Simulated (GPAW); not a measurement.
## A 8-layer slab of Nb(100): work function by functional and basis

Aim: the work function of both faces of a 8-layer slab of Nb(100), and its spread over functionals and bases.

Program: GPAW 26.7.0. Level of theory: GPAW, PAW setups; slab in vacuum, relaxation, in the first sound run; inputs show where later runs differ. Results are calculated unless marked as measured.

### Step 1. Set-up

The cell holds 8 atoms: 8 Nb. Cell: a = 3.300 Å, b = 3.300 Å, c = 25.550 Å, α = 90.0°, β = 90.0°, γ = 90.0°. Vacuum lies along c.

Coordinates:

```
Nb
1.0
     3.30000    0.00000    0.00000
     0.00000    3.30000    0.00000
     0.00000    0.00000   25.55000
Nb
8
Direct
  0.50000 0.50000 0.27397
  0.00000 0.00000 0.33855
  0.50000 0.50000 0.40313
  0.00000 0.00000 0.46771
  0.50000 0.50000 0.53229
  0.00000 0.00000 0.59687
  0.50000 0.50000 0.66145
  0.00000 0.00000 0.72603
```

### Step 2. Relaxing the atoms

The atoms are relaxed first, since the surface dipole, and with it the work function, follows the positions of the outer layers. The lowest 4 atoms are held at bulk positions and keep their forces.

File run.py:

```python
import json
import numpy as np
from ase import Atoms
from ase.constraints import FixAtoms
from ase.optimize import BFGS
from gpaw import GPAW, PW

slab = Atoms(
    ['Nb', 'Nb', 'Nb', 'Nb', 'Nb', 'Nb', 'Nb', 'Nb'],
    positions=[
        [1.65000, 1.65000, 7.00000],
        [0.00000, 0.00000, 8.65000],
        [1.65000, 1.65000, 10.30000],
        [0.00000, 0.00000, 11.95000],
        [1.65000, 1.65000, 13.60000],
        [0.00000, 0.00000, 15.25000],
        [1.65000, 1.65000, 16.90000],
        [0.00000, 0.00000, 18.55000]],
    cell=[[3.3, 0.0, 0.0], [0.0, 3.3, 0.0], [0.0, 0.0, 25.55]],
    pbc=[True, True, False])

slab.calc = GPAW(mode=PW(400), xc='PBE', kpts={'size': (10, 10, 1), 'gamma': True},
                 occupations={'name': 'fermi-dirac', 'width': 0.1}, nbands='160%',
                 convergence={'density': 1e-05}, maxiter=200,
                 poissonsolver={'dipolelayer': 'xy'},
                 symmetry={'tolerance': 1e-3, 'extra_ids': [1, 1, 1, 1, 0, 0, 0, 0]}, txt='slab.txt')
result = {}
slab.set_constraint(FixAtoms([0, 1, 2, 3]))
path = []
opt = BFGS(slab, maxstep=0.2)
opt.attach(lambda: path.append((slab.get_potential_energy(), slab.positions.tolist(), slab.get_forces().tolist())))
result['relaxed'] = bool(opt.run(fmax=0.03, steps=40))
result['path'] = path
energy = slab.get_potential_energy()
fermi = slab.calc.get_fermi_level()
v = slab.calc.get_electrostatic_potential().mean((0, 1)) - fermi
n = slab.calc.get_pseudo_density().mean((0, 1))
L = slab.cell[2, 2]
z = np.arange(len(v)) * L / len(v)
low, high = slab.positions[:, 2].min(), slab.positions[:, 2].max()
below, above = np.interp([low - 4.8, high + 4.8], z, v)
slopes = [np.interp(x, z, np.gradient(v, z)) for x in (low - 4.8, high + 4.8)]
eps = np.array([[slab.calc.get_eigenvalues(k, s) for k in range(len(slab.calc.get_ibz_k_points()))]
                for s in range(slab.calc.get_number_of_spins())]) - fermi
top, bottom = eps[eps < 0].max(), eps[eps > 0].min()
dipole = slab.get_dipole_moment()[2]
print(f'energy {energy:.4f} eV, Fermi level {fermi:.4f} eV, dipole {dipole:.5f} e A')
print(f'potential 4.8 A off the faces, from the Fermi level: lower {below:.4f} eV, upper {above:.4f} eV')
print(f'slope of the potential there: lower {slopes[0]:.5f}, upper {slopes[1]:.5f} eV/A')
print(f'nearest levels on the mesh: {top:.4f} and {bottom:.4f} eV')
print('magnetic moment', round(slab.get_magnetic_moment(), 3))
result.update(energy=energy, fermi=fermi, dipole=dipole, below=below, above=above, slopes=slopes, edges=[top, bottom],
              z=z.tolist(), v=v.tolist(), n=n.tolist(), positions=slab.positions.tolist(),
              forces=slab.get_forces(apply_constraint=False).tolist(), moments=slab.get_magnetic_moments().tolist())
json.dump(result, open('result.json', 'w'))
```

The run is started by

```bash
$ OMP_NUM_THREADS=1 OPENBLAS_NUM_THREADS=1 python run.py
```

What it wrote:

```text
Step          Energy          fmax
BFGS:    0      -79.463320        1.090567
BFGS:    1      -79.494893        0.975206
BFGS:    2      -79.575418        0.426060
BFGS:    3      -79.580412        0.156055
BFGS:    4      -79.581598        0.140712
BFGS:    5      -79.585061        0.093275
BFGS:    6      -79.585210        0.083314
BFGS:    7      -79.586490        0.101308
BFGS:    8      -79.586708        0.104166
BFGS:    9      -79.587893        0.073101
BFGS:   10      -79.588311        0.025874
energy -79.4235 eV, Fermi level 4.2988 eV, dipole 0.00725 e A
potential 4.8 A off the faces, from the Fermi level: lower 3.7403 eV, upper 3.6153 eV
slope of the potential there: lower -0.00354, upper 0.00300 eV/A
nearest levels on the mesh: -0.0047 and 0.0345 eV
magnetic moment 0.0
```

It took 45 min on 1 thread of Arm Neoverse V2, shared host; peak memory 0.38 GiB.

Step by step:

```
step  energy less that of the first step (eV)  largest force (eV/Å)
   1                                   0.0000                1.0906
   2                                  -0.0331                0.9752
   3                                  -0.1259                0.4261
   4                                  -0.1284                0.1561
   5                                  -0.1298                0.1407
   6                                  -0.1341                0.0933
   7                                  -0.1342                0.0833
   8                                  -0.1360                0.1013
   9                                  -0.1364                0.1042
  10                                  -0.1383                0.0731
  11                                  -0.1390                0.0259
```

The atoms that moved most (Å):

```
atom     dx     dy      dz  length
 Nb8  0.000  0.000  -0.175   0.175
 Nb5  0.000  0.000  -0.029   0.029
 Nb7  0.000  0.000   0.024   0.024
 Nb6  0.000  0.000   0.020   0.020
```

The relaxed structure:

```
Nb
1.0
     3.30000    0.00000    0.00000
     0.00000    3.30000    0.00000
     0.00000    0.00000   25.55000
Nb
8
Cartesian
  1.6500 1.6500 7.0000
  0.0000 0.0000 8.6500
  1.6500 1.6500 10.3000
  0.0000 0.0000 11.9500
  1.6500 1.6500 13.5714
  0.0000 0.0000 15.2700
  1.6500 1.6500 16.9240
  0.0000 0.0000 18.3749
```

Numbers from this step:

```yaml
dipole_along_the_normal: 0.007246 e·Å
levels_nearest_the_fermi_level_on_the_mesh: -0.004736, 0.03453 eV from the Fermi level
upper_work_function: 3.615 eV
lower_work_function: 3.740 eV
```

The electrostatic potential energy of an electron (without an applied field's), less the Fermi level, planar mean oscillates, so the rows of the table below give means over windows of 1.6 Å about each position, cut where the curve ends. Its maxima inside the range that stand out by 2 % of the span (Å: eV): 7.9: -6.36, 9.5: -6.35, 11.2: -6.39, 12.8: -6.64, 14.4: -5.77, 16.1: -6.33, 17.7: -9.41. Its minima: 7.0: -17.4, 8.6: -17.0, 10.3: -17.1, 11.9: -17.0, 13.5: -16.9, 15.2: -17.0, 16.9: -17.2, 18.3: -17.6.

Table of electrostatic potential energy of an electron (without an applied field's), less the Fermi level, planar mean by z; means over each step:

z (Å), electrostatic potential energy of an electron (without an applied field's), less the Fermi level, planar mean (eV) and a bar from the least value:
```
     0.80        3.7 ##############################
     2.40        3.7 ##############################
     4.00        3.6 ##############################
     5.60        0.8 ########################
     7.20      -11.6 #
     8.80      -11.5 #
    10.40      -11.6 #
    12.00      -11.6 #
    13.60      -11.5 #
    15.20      -11.5 #
    16.80      -12.0 
    18.40      -11.8 
    20.00        1.9 ##########################
    21.60        3.6 ##############################
    23.20        3.6 ##############################
    24.80        3.6 ##############################
```

The pseudo valence density, planar mean oscillates, so the rows of the table below give means over windows of 1.7 Å about each position, cut where the curve ends. Its maxima inside the range that stand out by 2 % of the span (Å: e/Å³): 7.0: 1.13, 8.7: 1.13, 10.2: 1.13, 11.9: 1.16, 13.6: 1.14, 15.3: 1.14, 17.0: 1.13, 18.3: 1.14. Its minima: 7.9: 0.413, 9.4: 0.414, 11.1: 0.402, 12.8: 0.414, 14.5: 0.378, 16.2: 0.408, 17.7: 0.520.

The pseudo valence density, planar mean by z; means over each step:

```
z (Å)  pseudo valence density, planar mean (e/Å³)
 0.85                                      3.9e-6
 2.55                                      1.4e-4
 4.25                                     0.00459
 5.95                                       0.228
 7.65                                       0.727
 9.35                                       0.733
11.05                                       0.735
12.75                                       0.752
14.45                                       0.705
16.15                                       0.736
17.85                                       0.826
19.55                                       0.170
21.25                                     0.00334
22.95                                      9.4e-5
```

The relaxation lowered the energy of the cell by 0.139 eV (energies extrapolated to zero smearing; the optimiser's log prints free energies). The largest force left on a free atom is 0.026 eV/Å.

### Step 3. Plane waves, PBE

The work function is the vacuum plateau of the electrostatic potential less the Fermi level; a dipole layer lets the two faces have plateaus of their own.

This step: GPAW, PAW setups; slab in vacuum (GPAW 26.7.0).

Edit run.py of step 2 so:

```diff
@@ -3,4 +3,2 @@
 from ase import Atoms
-from ase.constraints import FixAtoms
-from ase.optimize import BFGS
 from gpaw import GPAW, PW
@@ -14,6 +12,6 @@
         [0.00000, 0.00000, 11.95000],
-        [1.65000, 1.65000, 13.60000],
-        [0.00000, 0.00000, 15.25000],
-        [1.65000, 1.65000, 16.90000],
-        [0.00000, 0.00000, 18.55000]],
+        [1.65000, 1.65000, 13.57141],
+        [0.00000, -0.00000, 15.26998],
+        [1.65000, 1.65000, 16.92401],
+        [0.00000, -0.00000, 18.37486]],
     cell=[[3.3, 0.0, 0.0], [0.0, 3.3, 0.0], [0.0, 0.0, 25.55]],
@@ -25,10 +23,4 @@
                  poissonsolver={'dipolelayer': 'xy'},
-                 symmetry={'tolerance': 1e-3, 'extra_ids': [1, 1, 1, 1, 0, 0, 0, 0]}, txt='slab.txt')
+                 symmetry={'tolerance': 1e-3}, txt='slab.txt')
 result = {}
-slab.set_constraint(FixAtoms([0, 1, 2, 3]))
-path = []
-opt = BFGS(slab, maxstep=0.2)
-opt.attach(lambda: path.append((slab.get_potential_energy(), slab.positions.tolist(), slab.get_forces().tolist())))
-result['relaxed'] = bool(opt.run(fmax=0.03, steps=40))
-result['path'] = path
 energy = slab.get_potential_energy()
```

What it wrote:

```text
energy -79.4235 eV, Fermi level 4.2989 eV, dipole 0.00751 e A
potential 4.8 A off the faces, from the Fermi level: lower 3.7402 eV, upper 3.6151 eV
slope of the potential there: lower -0.00357, upper 0.00302 eV/A
nearest levels on the mesh: -0.0047 and 0.0345 eV
magnetic moment 0.0
```

The job ended after 6.1 min (1 thread; peak memory 0.37 GiB).

This step gave:

- dipole along the normal: 0.007507 e·Å
- levels nearest the Fermi level on the mesh: -0.004736, 0.03452 eV from the Fermi level

The electrostatic potential energy of an electron (without an applied field's), less the Fermi level, planar mean oscillates, so the rows of the table below give means over windows of 1.6 Å about each position, cut where the curve ends. Its maxima inside the range that stand out by 2 % of the span (Å: eV): 7.9: -6.36, 9.5: -6.35, 11.2: -6.39, 12.8: -6.64, 14.4: -5.77, 16.1: -6.33, 17.7: -9.41. Its minima: 7.0: -17.4, 8.6: -17.0, 10.3: -17.1, 11.9: -17.0, 13.5: -16.9, 15.2: -17.0, 16.9: -17.2, 18.3: -17.6.

Electrostatic potential energy of an electron (without an applied field's), less the Fermi level, planar mean against z; means over each step:

z (Å), electrostatic potential energy of an electron (without an applied field's), less the Fermi level, planar mean (eV) and a bar from the least value:
```
     0.80        3.7 ##############################
     2.40        3.7 ##############################
     4.00        3.6 ##############################
     5.60        0.8 ########################
     7.20      -11.6 #
     8.80      -11.5 #
    10.40      -11.6 #
    12.00      -11.6 #
    13.60      -11.5 #
    15.20      -11.5 #
    16.80      -12.0 
    18.40      -11.8 
    20.00        1.9 ##########################
    21.60        3.6 ##############################
    23.20        3.6 ##############################
    24.80        3.6 ##############################
```

The pseudo valence density, planar mean oscillates, so the rows of the table below give means over windows of 1.7 Å about each position, cut where the curve ends. Its maxima inside the range that stand out by 2 % of the span (Å: e/Å³): 7.0: 1.13, 8.7: 1.13, 10.2: 1.13, 11.9: 1.16, 13.6: 1.14, 15.3: 1.14, 17.0: 1.13, 18.3: 1.14. Its minima: 7.9: 0.413, 9.4: 0.414, 11.1: 0.402, 12.8: 0.414, 14.5: 0.378, 16.2: 0.408, 17.7: 0.520.

Table of pseudo valence density, planar mean by z; means over each step:

(Unchanged from step 2.)

Force by atom:

```
atom  x (eV/Å)  y (eV/Å)  z (eV/Å)  size
 Nb1      0.00      0.00      1.12  1.12
 Nb2      0.00      0.00     -0.99  0.99
 Nb3      0.00      0.00     -0.48  0.48
 Nb4      0.00      0.00      0.36  0.36
 Nb5      0.00      0.00     -0.03  0.03
 Nb6      0.00      0.00      0.01  0.01
 Nb7      0.00      0.00     -0.01  0.01
 Nb8      0.00      0.00      0.02  0.02
```

The potential is flat to 0.004 eV/Å where it is read, so the vacuum is wide enough.

### Step 4. Self-consistent run: xc = "vdW-DF2"

The same geometry under vdW-DF2, to see how far the functional moves the levels against the vacuum (the van der Waals functionals take revPBE setups).

Edit run.py of step 3 so:

```diff
@@ -19,3 +19,3 @@
 
-slab.calc = GPAW(mode=PW(400), xc='PBE', kpts={'size': (10, 10, 1), 'gamma': True},
+slab.calc = GPAW(mode=PW(400), xc='vdW-DF2', kpts={'size': (10, 10, 1), 'gamma': True},
                  occupations={'name': 'fermi-dirac', 'width': 0.1}, nbands='160%',
```

What it wrote:

```text
energy -718.3505 eV, Fermi level 4.2246 eV, dipole 0.00569 e A
potential 4.8 A off the faces, from the Fermi level: lower 4.1494 eV, upper 4.0542 eV
slope of the potential there: lower -0.00576, upper 0.00522 eV/A
nearest levels on the mesh: -0.0064 and 0.0058 eV
magnetic moment 0.0
```

Wall time 6.5 min (1 thread); peak memory 0.54 GiB.

Numbers from this step:

| Item | Value |
| --- | --- |
| dipole along the normal | 0.005687 e·Å |
| levels nearest the Fermi level on the mesh | -0.006380, 0.005805 eV from the Fermi level |
| upper work function | 4.054 eV |
| lower work function | 4.149 eV |

The electrostatic potential energy of an electron (without an applied field's), less the Fermi level, planar mean oscillates, so the rows of the table below give means over windows of 1.6 Å about each position, cut where the curve ends. Its maxima inside the range that stand out by 2 % of the span (Å: eV): 7.9: -6.57, 9.5: -6.59, 11.2: -6.63, 12.8: -6.88, 14.4: -6.01, 16.1: -6.58, 17.7: -9.61. Its minima: 7.0: -17.5, 8.6: -17.2, 10.3: -17.3, 11.9: -17.2, 13.5: -17.1, 15.2: -17.2, 16.9: -17.5, 18.3: -17.7.

The electrostatic potential energy of an electron (without an applied field's), less the Fermi level, planar mean by z; means over each step:

z (Å), electrostatic potential energy of an electron (without an applied field's), less the Fermi level, planar mean (eV) and a bar from the least value:
```
     0.80        4.1 ##############################
     2.40        4.1 ##############################
     4.00        4.0 ##############################
     5.60        0.9 ########################
     7.20      -11.7 #
     8.80      -11.8 #
    10.40      -11.8 #
    12.00      -11.8 #
    13.60      -11.7 #
    15.20      -11.7 #
    16.80      -12.2 
    18.40      -11.9 #
    20.00        2.1 ##########################
    21.60        4.0 ##############################
    23.20        4.1 ##############################
    24.80        4.1 ##############################
```

Pseudo valence density, planar mean against z:

```
z (Å)  pseudo valence density, planar mean (e/Å³)
  2.0                                      4.3e-5
  2.5                                      1.2e-4
  3.0                                      3.2e-4
  3.5                                      8.5e-4
  4.0                                     0.00216
  4.5                                     0.00550
  5.0                                      0.0141
  5.5                                      0.0360
  6.0                                       0.117
  6.5                                       0.486
  7.0                                        1.11
  7.5                                       0.567
  8.0                                       0.471
  8.5                                        1.06
  9.0                                       0.769
  9.5                                       0.414
 10.0                                       0.843
 10.5                                       0.982
 11.0                                       0.435
 11.5                                       0.622
 12.0                                        1.11
 12.5                                       0.538
 13.0                                       0.505
 13.5                                        1.09
 14.0                                       0.652
 14.5                                       0.387
 15.0                                       0.876
 15.5                                       0.931
 16.0                                       0.414
 16.5                                       0.680
 17.0                                        1.13
 17.5                                       0.582
 18.0                                       0.762
 18.5                                        1.06
 19.0                                       0.341
 19.5                                      0.0857
 20.0                                      0.0275
 20.5                                      0.0107
 21.0                                     0.00415
 21.5                                     0.00158
 22.0                                      6.2e-4
 22.5                                      2.3e-4
 23.0                                      8.3e-5
```

Force by atom:

```
atom  x (eV/Å)  y (eV/Å)  z (eV/Å)  size
 Nb1      0.00      0.00      0.32  0.32
 Nb2      0.00      0.00     -1.06  1.06
 Nb3      0.00      0.00     -0.48  0.48
 Nb4      0.00      0.00      0.35  0.35
 Nb5      0.00      0.00      0.04  0.04
 Nb6      0.00      0.00     -0.07  0.07
 Nb7      0.00      0.00     -0.01  0.01
 Nb8      0.00      0.00      0.91  0.91
```

The upper face's work function is 4.054 eV, against 3.615 eV in the first plane-wave PBE run at this geometry.

### Step 5. Self-consistent run: xc = "LDA"

The same geometry under LDA, to see how far the functional moves the levels against the vacuum.

Edit run.py of step 4 so:

```diff
@@ -19,3 +19,3 @@
 
-slab.calc = GPAW(mode=PW(400), xc='vdW-DF2', kpts={'size': (10, 10, 1), 'gamma': True},
+slab.calc = GPAW(mode=PW(400), xc='LDA', kpts={'size': (10, 10, 1), 'gamma': True},
                  occupations={'name': 'fermi-dirac', 'width': 0.1}, nbands='160%',
```

What it wrote:

```text
energy -87.3839 eV, Fermi level 4.0337 eV, dipole 0.00667 e A
potential 4.8 A off the faces, from the Fermi level: lower 4.0021 eV, upper 3.8908 eV
slope of the potential there: lower -0.00299, upper 0.00252 eV/A
nearest levels on the mesh: -0.0158 and 0.0243 eV
magnetic moment 0.0
```

Wall time 5.9 min (1 thread); peak memory 0.36 GiB.

This step gave:

| Quantity | Value |
| --- | --- |
| dipole along the normal | 0.006669 e·Å |
| levels nearest the Fermi level on the mesh | -0.01581, 0.02429 eV from the Fermi level |
| upper work function | 3.891 eV |
| lower work function | 4.002 eV |

The upper face's work function is 3.891 eV, against 3.615 eV in the first plane-wave PBE run at this geometry.

### Step 6. Self-consistent run: xc = "RPBE"

The same geometry under RPBE, to see how far the functional moves the levels against the vacuum.

Edit run.py of step 5 so:

```diff
@@ -19,3 +19,3 @@
 
-slab.calc = GPAW(mode=PW(400), xc='LDA', kpts={'size': (10, 10, 1), 'gamma': True},
+slab.calc = GPAW(mode=PW(400), xc='RPBE', kpts={'size': (10, 10, 1), 'gamma': True},
                  occupations={'name': 'fermi-dirac', 'width': 0.1}, nbands='160%',
```

What it wrote:

```text
energy -75.4946 eV, Fermi level 4.4102 eV, dipole 0.00776 e A
potential 4.8 A off the faces, from the Fermi level: lower 3.5891 eV, upper 3.4598 eV
slope of the potential there: lower -0.00418, upper 0.00357 eV/A
nearest levels on the mesh: -0.0035 and 0.0354 eV
magnetic moment 0.0
```

Elapsed: 7 min, on 1 thread; peak memory 0.37 GiB.

This step gave:

```
dipole along the normal                    : 0.007756 e·Å
levels nearest the Fermi level on the mesh : -0.003480, 0.03536 eV from the Fermi level
upper work function                        : 3.460 eV
lower work function                        : 3.589 eV
```

The upper face's work function is 3.460 eV, against 3.615 eV in the first plane-wave PBE run at this geometry.

[end of part 1 of 2]

[Logs are printed without paths, hosts, clocks, repeated set-up lines and the standing remarks that a program may print on its own settings, such as how far it seeks lower states.]

[Hosts, paths, dates, database ids (printed as entryN), source tags and the programs' standing remarks are cut or masked in the printed files.]
